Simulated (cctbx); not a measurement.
## Which space group?

Cell: a = 8.0600 Å, b = 7.1090 Å, c = 14.1500 Å, α = 90.00°, β = 92.51°, γ = 90.00°. Expected content of the cell: I8 In4 Cu4 Cl8.

Simulated single-crystal data (cctbx): Mo Kα, λ = 0.71073 Å, to d = 0.77 Å, 50 % of the full sphere, strongest reflection 20000 counts, noise from counting, a 3 % proportional error and a noise floor of 2 counts (s.d.); no absorption.

A first pass over the reflections prints:

```text
3725 reflections to d = 0.770 A
centring   violations  <I/sigma> of those
    A       1154 of  1850      8.9
    B       1234 of  1845      8.9
    C       1254 of  1889      9.4
    I       1295 of  1880      9.7
    R       1740 of  2527      9.6
    F       1821 of  2792      9.1
Laue class    unique    Rint  (classes that these axes allow; Friedel mates merged)
P -1             2805   0.029
P 1 2/m 1        1861   0.032
space group    extra absences  I>4sigma  <I/sigma>
P 1 2 1                 0          0         -  acentric
P 1 21 1                4          0       0.1  acentric
P 1 m 1                 0          0         -  acentric
P 1 c 1               155          0      -0.0  acentric
P 1 2/m 1               0          0         -  centric
P 1 21/m 1              4          0       0.1  centric
P 1 2/c 1             155          0      -0.0  centric
P 1 21/c 1            159          0      -0.0  centric
Wilson B = 1.94 A^2   <|E^2-1|> = 1.053 (0.968 centric, 0.736 acentric)   E^2>4: 4.6 %
shell (A)         n   <I/sigma>
 8.05 - 1.54    249     17.6
 1.54 - 1.22    238     16.0
 1.22 - 1.07    231     13.5
 1.07 - 0.97    229     12.2
 0.97 - 0.90    227     10.7
 0.90 - 0.85    237      9.5
 0.85 - 0.81    218      8.5
 0.81 - 0.77    232      8.5
```

**Question.** What are the lattice type, the Laue class and the likely space group?

Every centring test has many violations, so the lattice is primitive.

Rint stays low (0.029 to 0.032) up to P 1 2/m 1, the highest class in these axes.

8 settings pass the absence test. The most absences obeyed, 159, belong to P 1 21/c 1 alone.

⟨|E²−1|⟩ = 1.053 leans to a centrosymmetric structure. The Wilson B of 1.94 Å² means U ≈ 0.0246 Å².

The true group is P2_1/c (no. 14), Laue class 2/m, centrosymmetric. The tables fix it.

This is a model crystal, built by substitution and not relaxed, with assumed displacement parameters.

[Logs are printed without paths, hosts, clocks, repeated set-up lines and the standing remarks that a program may print on its own settings, such as how far it seeks lower states.]
